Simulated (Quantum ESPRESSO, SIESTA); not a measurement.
# In-plane stress of hcp Ru under biaxial strain, SIESTA DZP, PBEsol

Calculated with SIESTA 5.4.2: PBEsol; DZP orbitals, shift 0.01 Ry, mesh 400 Ry; k-mesh 13×13×7. The first two cell vectors are strained alike from typed lattice constants; the third vector's length and the atoms are relaxed. The geometries are those relaxed at QE, PBEsol. The typed cell isn't stress-free: at zero strain the reference's in-plane stress is -7.4 GPa, compression positive.

| in-plane strain (%) | in-plane stress (GPa, compression positive) |
| --- | --- |
| -4 | ? |
| -3 | 17.62 |
| -2 | 8.649 |
| -1 | -0.0875 |
| 0 | -7.135 |
| +1 | -13.51 |
| +2 | -19.02 |
| +3 | -23.79 |
| +4 | -27.99 |

**Question.** Fit a second-order form in the logarithmic strain to the rows given and extrapolate to the withheld row.

**Working.**

With u = ln[(1 + ε)/(1 + ε0)], counted from the row at ε0 = +0 % where y0 = -7.135, a second-order form y = y0 + a u + b u² makes v = (y − y0)/u a line in u.

```
         u         v
-0.0304592  -812.726
-0.0202027  -781.281
-0.0100503  -701.220
0.00995033  -640.682
 0.0198026  -600.173
 0.0295588  -563.453
 0.0392207  -531.734
```

With n = 7: mean u = 0.00540289, mean v = -661.610, Σ(u − ū)² = 0.0041357, Σ(u − ū)(v − v̄) = 16.839. Slope b = 16.839 / 0.0041357 = 4071.5; intercept a = v̄ − b ū = -683.61.

At the withheld row u = -0.04082, v = a + b u = -849.8, and y = y0 + u v.

Prediction at -4: 27.56 GPa. The run gave 27.83 GPa, so the fit is low by 0.27 GPa (0.98 % of the value).

The first-order term gives a biaxial modulus of 684 GPa at ε0. The second-order term makes up 20 % of v at the withheld row. Among the rows given, the largest miss of the fit is at -2, by 0.31 GPa (0.56 % of the range of the table).

Limits: The nuclei are static. The DFT runs use Fermi–Dirac occupations of width 0.1 eV, and energies are free energies.

[Logs are printed without paths, hosts, clocks, repeated set-up lines and the standing remarks that a program may print on its own settings, such as how far it seeks lower states.]

[Hosts, paths, dates, database ids (printed as entryN), source tags and the programs' standing remarks are cut or masked in the printed files.]
